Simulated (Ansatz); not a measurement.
In doubt: masses and optical values from hybrid runs of this build are listed as unsure, which bears on the screening that GW takes from such a start.

Rows from a G0W0 calculation on Germanium (Fd-3m, 2 atoms a cell) (Ansatz 0.2.0; G0W0 on PBE0, plane waves, PAW; PAW set soft_1; 6×6×6 mesh, 102 empty bands, screening to 100 eV, PAW set soft_1 files), in eV. Spin-orbit coupling is left out.

| row | k | band | start | Σx | Σc at the solution | Vxc |
| --- | --- | --- | --- | --- | --- | --- |
| A | (0.000, 0.000, -0.500) | c1 | 9.330 | -9.841 | -3.421 | -13.066 |
| B | Γ | c2 | 11.776 | -8.178 | -3.833 | -11.677 |
| C | Γ | v1 | 7.924 | -15.470 | 0.688 | -14.896 |
| D | (0.000, 0.000, -0.500) | v1 | 6.368 | -15.276 | 1.136 | -14.290 |
| E | (0.000, 0.000, -0.500) | c2 | 13.037 | -7.245 | -4.157 | -10.979 |
| F | Γ | c1 | 9.367 | -12.561 | -3.580 | -16.172 |

Question: Give the quasiparticle energies and the shift of each level.

The quasiparticle equation reads E = start + Σx + Σc(E) − Vxc.

| row | E (eV) | shift (eV) |
| --- | --- | --- |
| A | 9.133 | −0.196 |
| B | 11.441 | −0.335 |
| C | 8.038 | +0.114 |
| D | 6.518 | +0.150 |
| E | 12.614 | −0.423 |
| F | 9.398 | +0.030 |

Limits: not at the basis limit; no spin-orbit coupling.

[Runs of the session that timed out or met a known fault of the program may be left out.]

[Cells called generated may have been cut or substituted from an entry of the Crystallography Open Database or the Materials Project.]

[Hosts, paths, dates, database ids (printed as entryN), source tags and the programs' standing remarks are cut or masked in the printed files.]
